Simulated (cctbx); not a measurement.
**Symmetry from intensities**

Cell: a = 7.6330 Å, b = 7.6330 Å, c = 11.3710 Å, α = 90.00°, β = 90.00°, γ = 90.00°. Expected content of the cell: Pt2 I12 Na4.

The data are simulated with cctbx, not measured: synchrotron X-rays, λ = 0.6889 Å, to d = 0.75 Å, 70 % of the full sphere, strongest reflection 5000 counts, noise from counting, a 2 % proportional error and a noise floor of 2 counts (s.d.); no absorption.

Tests on the unmerged data give:

```text
4582 reflections to d = 0.750 A
centring   violations  <I/sigma> of those
    A       1195 of  2281      7.3
    B       1209 of  2303      7.4
    C       1496 of  2306      8.4
    I        870 of  2293      4.8
    R       1722 of  3066      7.6
    F       1950 of  3445      7.7
Laue class    unique    Rint  (classes that these axes allow; Friedel mates merged)
P -1             2973   0.041
P 1 2/m 1        1736   0.046
P 1 1 2/m        1698   0.046
P 2/m 1 1        1735   0.045
P m m m           988   0.050
P 4/m             870   0.050
P 4/m m m         544   0.052
space group    extra absences  I>4sigma  <I/sigma>
P 4 2 2                 0          0         -  acentric
P 4 21 2               16          0       0.2  acentric
P 42 2 2               13          0       0.2  acentric
P 42 21 2              29          0       0.2  acentric
P 4 m m                 0          0         -  acentric
P 42 n m              331          0       0.0  acentric
P 4 n c               549          0      -0.0  acentric
P 42 m c              231          0      -0.0  acentric
P -4 2 m                0          0         -  acentric
P -4 2 c              231          0      -0.0  acentric
P -4 21 m              16          0       0.2  acentric
P -4 21 c             247          0      -0.0  acentric
P -4 m 2                0          0         -  acentric
P -4 n 2              331          0       0.0  acentric
P 4/m m m               0          0         -  centric
P 4/m n c             549          0      -0.0  centric
P 42/m m c            231          0      -0.0  centric
P 42/m n m            331          0       0.0  centric
Wilson B = 0.51 A^2   <|E^2-1|> = 0.917 (0.968 centric, 0.736 acentric)   E^2>4: 1.8 %
shell (A)         n   <I/sigma>
11.37 - 1.50     85     24.0
 1.50 - 1.19     72     21.7
 1.19 - 1.04     69     25.1
 1.04 - 0.95     65     15.8
 0.95 - 0.88     64     18.1
 0.88 - 0.83     64     19.3
 0.83 - 0.78     62     15.3
 0.78 - 0.75     63     19.4
```

**Question.** What are the lattice type, the Laue class and the likely space group?

Every centring test has many violations, so the lattice is primitive.

Rint stays low (0.041 to 0.052) up to P 4/m m m, the highest class in these axes.

18 settings pass the absence test. The most absences obeyed, 549, belong to P 4 n c and P 4/m n c, which absences can't tell apart.

⟨|E²−1|⟩ = 0.917 leans to a centrosymmetric structure. The Wilson B of 0.51 Å² means U ≈ 0.0065 Å².

The true group is P4/mnc (no. 128), Laue class 4/mmm, centrosymmetric. The tables only narrow the choice to the tied entries; cell content, site symmetry and trial solutions must settle it.

The model was made for the exercise: a known structure type with other elements put in, its volume estimated, not relaxed; displacement parameters are assumed.

[Logs are printed without paths, hosts, clocks, repeated set-up lines and the standing remarks that a program may print on its own settings, such as how far it seeks lower states.]
